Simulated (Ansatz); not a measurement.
# Squeezing and shearing H6C6S5 (P2_1/c) (204 atoms), part 3 of 3

How stiff is H6C6S5 (P2_1/c) (204 atoms), and how do its levels respond to strain?

Ansatz 0.2.0; Kohn-Sham DFT, PBE+D4, PAW (set soft_2), plane waves.

The cell: 72 H, 72 C and 60 S. Sampling is at Γ alone.

So far. Step 10 (Stretched by 1 % along x): The relaxation converged after 3 steps, 0.0952 eV below its start, with a largest force component of 0.018 eV/Å. Step 10 (Stretched by 1 % along x): Stretched by 1 % along x: the energy stands 0.0102 eV above that of the reference, at a pressure of -0.0994 GPa.

## 11. Compressed by 1 % along x

The relaxed cell is strained along x alone, which gives the stiffness along x and its coupling to y and z.

The input, input.yaml:

```yaml
crystal:
  lattice:
    - [13.39165, -0.00205, -0.1001]
    - [-0.00159, 10.83158, -0.0004]
    - [-0.17291, -0.00065, 18.22099]
  atoms:
    [... the 204 atom lines of step 4 ...]
kpoints:
  mp_grid: { grid: [1, 1, 1] }
hamiltonian:
  xc: pbe
  dispersion: d4
scf:
  occupations: { method: fixed }
output:
  forces: true
  eigenvalues: true
  stress: true
relax:
  f_tol: 0.05
  max_steps: 70
```

Run with:

```sh
$ ansatz run input.yaml --threads 4 --pin off --max-ram 8192MiB --backend cpu --events-out ev --progress --plain --runs-dir out
```

Numbers of over 12 decimals in the logs are rounded to 6 here.

Output:

```text
[...]
Crystal: 204 atoms, lattice volume = 2642.817 Å³
Basis set: ecut = 420 eV, 51723 PW (Γ), exchange–correlation on 180×150×250 points (8 copies of the dense FFT grid, shifted against one another)
Bands: 564, of which v1, the nominal top of the filled ones, is band 360 counted from 1 (359 counted from 0)
Symmetry: 1 space group operations
[...]
k-points: 1
[...]
SCF iter   1: F=—  HF=-73344.574321 eV  |F-HF|=—  |Δ(HF+E_count)|=         —  Δρ=5.55e-3  dr2=1.43e0  ethr=1.77e-3  ⟨swp⟩=4.0  Hψ=2041  notcnv=0  defer=195
[...]
SCF iter   6: F=—  HF=-73344.249800 eV  |F-HF|=—  |Δ(HF+E_count)|=   2.35e-4  Δρ=4.59e-5  dr2=8.18e-5  ethr=7.58e-8  ⟨swp⟩=2.0  Hψ=695  notcnv=0  defer=201
SCF iter   7: F=-73344.249832 eV  HF=-73344.249838 eV  |F-HF|=5.94e-6  |Δ(HF+E_count)|=   3.78e-5  Δρ=2.15e-5  dr2=2.03e-5  ethr=8.68e-9  ⟨swp⟩=16.0  Hψ=3821  notcnv=0
SCF 1 converged in 7 iterations: F = -73344.249832 eV  dr2 = 2.03e-5
[...]
relax step   1: F+E_penalty+E_count = -73344.24983167 eV  Δ(F+E_penalty+E_count) = +0.000e0 eV  max|allowed force component| = 3.462e-1 eV/Å  Δτ_max = 0.0000 Å  (7 SCF iters, dr2 threshold 6.25e-5 eV, accepted)
[...]
relax step   2: F+E_penalty+E_count = -73344.33700169 eV  Δ(F+E_penalty+E_count) = -8.717e-2 eV  max|allowed force component| = 1.003e-1 eV/Å  Δτ_max = 0.0280 Å  (6 SCF iters, dr2 threshold 7.49e-6 eV, accepted)
[...]
relax step   3: F+E_penalty+E_count = -73344.35013969 eV  Δ(F+E_penalty+E_count) = -1.314e-2 eV  max|allowed force component| = 2.182e-2 eV/Å  Δτ_max = 0.0144 Å  (8 SCF iters, accepted)
SCF converged after 8 iterations
Free energy (F): -73344.350140 eV
[...]
Internal energy: -73344.350140 eV  (E = F + TS)
E sigma→0 (E₀):  -73344.350140 eV
Fermi energy:    2.941833 eV
[...]
Σ components = -73344.350140   (vs F -73344.350140, Δ=0.00e0)
--- Forces (eV/Å), atoms counted from 1 ---
  atom   1  H     -0.00581553     0.00437063     0.00149185
  atom   2  H      0.00578297     0.00338432     0.00000242
  atom   3  H      0.00692123    -0.00359877    -0.00079004
  atom   4  H     -0.00667379    -0.00315092     0.00011713
[...]
atom 204  S     -0.00571684     0.00152303     0.00450868
  max |Σ_I F_I| component: 4.27e-5 eV/Å
--- Stress (GPa, compression-positive) ---
        0.146552       0.001961      -0.024112
        0.001961       0.059308       0.000630
       -0.024111       0.000630       0.087833
  P = ⅓ Tr σ = 0.0979 GPa (0.979 kbar)
--- Band table (eV) ---
[...]
--- Relaxed structure (3 steps of the walk, 3 accepted, 0 SCFs on fresh bases) ---
  F+E_penalty+E_count = -73344.35013969 eV   max|allowed force component| = 2.182e-2 eV/Å
  atoms:
    - { symbol: H, position: [0.202485, 0.714837, 0.735468] }
    - { symbol: H, position: [0.130639, 0.215265, 0.764220] }
    - { symbol: H, position: [0.130819, 0.284561, 0.264090] }
    - { symbol: H, position: [0.202475, 0.784141, 0.236210] }
[...]
- { symbol: S, position: [0.686978, 0.942267, 0.100145] }
```

The job ended after 3 min (4 threads of Arm Neoverse V2, shared host; peak memory 3.7 GiB).

The relaxation converged after 3 steps, 0.100 eV below its start, with a largest force component of 0.022 eV/Å.

Compressed by 1 % along x: the energy stands 0.00683 eV above that of the reference, at a pressure of 0.0979 GPa.

## 12. Sheared by 2 % in xy

A shear of the relaxed cell gives the modulus that volume changes can't reach.

input.yaml, the sections that differ from step 11:

```yaml
crystal:
  lattice:
    - [13.5269, 0.13322, -0.1001]
    - [0.10671, 10.83156, -0.0004]
    - [-0.17467, -0.0024, 18.22099]
  atoms:
    [... the 204 atom lines of step 4 ...]
# kpoints, hamiltonian, scf, output, relax: as in step 11
```

Output:

```text
[...]
Crystal: 204 atoms, lattice volume = 2669.244 Å³
Basis set: ecut = 420 eV, 52219 PW (Γ), exchange–correlation on 192×150×250 points (8 copies of the dense FFT grid, shifted against one another)
Bands: 564, of which v1, the nominal top of the filled ones, is band 360 counted from 1 (359 counted from 0)
Symmetry: 1 space group operations
[...]
k-points: 1
[...]
SCF iter   1: F=—  HF=-73344.430015 eV  |F-HF|=—  |Δ(HF+E_count)|=         —  Δρ=5.49e-3  dr2=1.40e0  ethr=1.77e-3  ⟨swp⟩=5.0  Hψ=2044  notcnv=0  defer=193
[...]
SCF iter   7: F=-73344.118922 eV  HF=-73344.118928 eV  |F-HF|=5.72e-6  |Δ(HF+E_count)|=   3.97e-5  Δρ=2.20e-5  dr2=2.11e-5  ethr=8.68e-9  ⟨swp⟩=17.0  Hψ=4071  notcnv=0
SCF 1 converged in 7 iterations: F = -73344.118922 eV  dr2 = 2.11e-5
[...]
relax step   1: F+E_penalty+E_count = -73344.11892211 eV  Δ(F+E_penalty+E_count) = +0.000e0 eV  max|allowed force component| = 3.517e-1 eV/Å  Δτ_max = 0.0000 Å  (7 SCF iters, dr2 threshold 6.25e-5 eV, accepted)
[...]
relax step   2: F+E_penalty+E_count = -73344.29506806 eV  Δ(F+E_penalty+E_count) = -1.761e-1 eV  max|allowed force component| = 1.517e-1 eV/Å  Δτ_max = 0.0874 Å  (7 SCF iters, dr2 threshold 7.73e-6 eV, accepted)
[...]
relax step   3: F+E_penalty+E_count = -73344.34319772 eV  Δ(F+E_penalty+E_count) = -4.813e-2 eV  max|allowed force component| = 2.279e-2 eV/Å  Δτ_max = 0.0330 Å  (9 SCF iters, accepted)
SCF converged after 9 iterations
Free energy (F): -73344.343198 eV
[...]
Internal energy: -73344.343198 eV  (E = F + TS)
E sigma→0 (E₀):  -73344.343198 eV
Fermi energy:    2.849941 eV
[...]
--- Forces (eV/Å), atoms counted from 1 ---
  atom   1  H      0.00183513    -0.00025331     0.00677755
  atom   2  H      0.00378034    -0.00205585     0.00939673
  atom   3  H     -0.00130241     0.00009995    -0.00619345
  atom   4  H     -0.00371990     0.00265184    -0.00938728
  atom   5  H      0.00995647    -0.00010266     0.01074277
  atom   6  H      0.01179021    -0.00183889     0.01101177
  atom   7  H     -0.00991222     0.00007923    -0.00910107
  atom   8  H     -0.01055864     0.00258799    -0.01071750
  atom   9  H      0.00145075     0.00186584    -0.00237486
  atom  10  H     -0.00310753    -0.00442575    -0.00031901
  atom  11  H      0.00060327    -0.00160363     0.00202862
  atom  12  H      0.00252499     0.00351271     0.00013950
  atom  13  H      0.00180415     0.00267397    -0.00015752
  atom  14  H      0.00086535    -0.00056445     0.00223595
[...]
atom 203  S     -0.00381767    -0.00078974    -0.00738750
  atom 204  S     -0.00871347    -0.00110044    -0.00207736
  max |Σ_I F_I| component: 1.94e-5 eV/Å
--- Stress (GPa, compression-positive) ---
        0.008999      -0.082829      -0.004034
       -0.082829      -0.018201       0.035109
       -0.004033       0.035108      -0.000370
  P = ⅓ Tr σ = -0.0032 GPa (-0.032 kbar)
--- Band table (eV) ---
[...]
--- Relaxed structure (3 steps of the walk, 3 accepted, 0 SCFs on fresh bases) ---
  F+E_penalty+E_count = -73344.34319772 eV   max|allowed force component| = 2.279e-2 eV/Å
  atoms:
    - { symbol: H, position: [0.202395, 0.711610, 0.734628] }
    - { symbol: H, position: [0.131978, 0.217200, 0.763940] }
    - { symbol: H, position: [0.130961, 0.287952, 0.264998] }
    - { symbol: H, position: [0.201099, 0.782068, 0.236442] }
[...]
- { symbol: S, position: [0.687814, 0.944660, 0.100084] }
```

Wall time 3.1 min (4 threads); peak memory 3.8 GiB; 12 min of CPU time.

The relaxation converged after 3 steps, 0.224 eV below its start, with a largest force component of 0.023 eV/Å.

Sheared by 2 % in xy: the energy stands 0.0138 eV above that of the reference, at a pressure of -0.00319 GPa.

## 13. Pressure against volume

Atoms are relaxed at each volume, in the scaled cell.

| volume change (%) | volume (Å³/atom) | energy change (meV/atom) | pressure (GPa) | largest move on relaxing (Å) | bonds | gap (eV) |
| --- | --- | --- | --- | --- | --- | --- |
| -10 | 11.777 | 6.17 | 1.80 | 0.15 | 216 | 2.09 |
| -6 | 12.301 | 1.90 | 0.88 | 0.09 | 216 | 2.14 |
| -3 | 12.693 | 0.42 | 0.37 | 0.05 | 216 | 2.17 |
| +0 | 13.086 | 0.00 | -0.01 | - | 216 | 2.20 |
| +3 | 13.478 | 0.36 | -0.29 | 0.06 | 216 | 2.22 |
| +6 | 13.871 | 1.36 | -0.50 | 0.10 | 216 | 2.24 |

## 14. Uniaxial strain and shear

Stress (GPa, compression positive) less that of the relaxed cell, atoms relaxed:

| strain | xx | yy | zz | xy | energy change (meV/atom) |
| --- | --- | --- | --- | --- | --- |
| stretched by 1 % along x | -0.141 | -0.068 | -0.066 | 0.000 | 0.05 |
| compressed by 1 % along x | 0.138 | 0.082 | 0.097 | 0.000 | 0.03 |
| sheared by 2 % in xy | 0.000 | 0.004 | 0.008 | -0.085 | 0.07 |

## 15. What came out

The bulk modulus, from the slope of pressure against ln V over the three points nearest the relaxed volume, is 11.1 GPa; a quadratic over all points gives a pressure derivative of about 9.7. The gap goes from 2.09 eV at the smallest volume to 2.24 eV at the largest, +0.9 eV per unit of ln V by a straight line, on the run's k-points. In the Cartesian axes of the cell, finite differences give C11 = 14.0, C12 = 7.49, C13 = 8.14 and C66 = 4.24 GPa (the shear of 2 % is the engineering strain, εxy = 0.01). The mean of C11, C12 and C13, which equals the bulk modulus in a cubic or isotropic solid, is 9.87 GPa: it lies 11 % under the bulk modulus from the volumes.

Caveats: Strains are finite and relaxations stop at the force tolerance of the input, which can leave moduli too stiff; they are those of a static cell at zero temperature. Volumes are changed with the cell's shape held, so in an anisotropic solid the modulus lies over the one under free hydrostatic load. The program notes that the SCF threshold of the relaxations is loose for the stress. Forces of over 1 eV/Å at the start, largest on C, show that the listed positions lie far from a minimum at this level.

The DFT runs together took 38 min of wall time.

[Logs are printed without paths, hosts, clocks, repeated set-up lines and the standing remarks that a program may print on its own settings, such as how far it seeks lower states.]

[Hosts, paths, dates, database ids (printed as entryN), source tags and the programs' standing remarks are cut or masked in the printed files.]
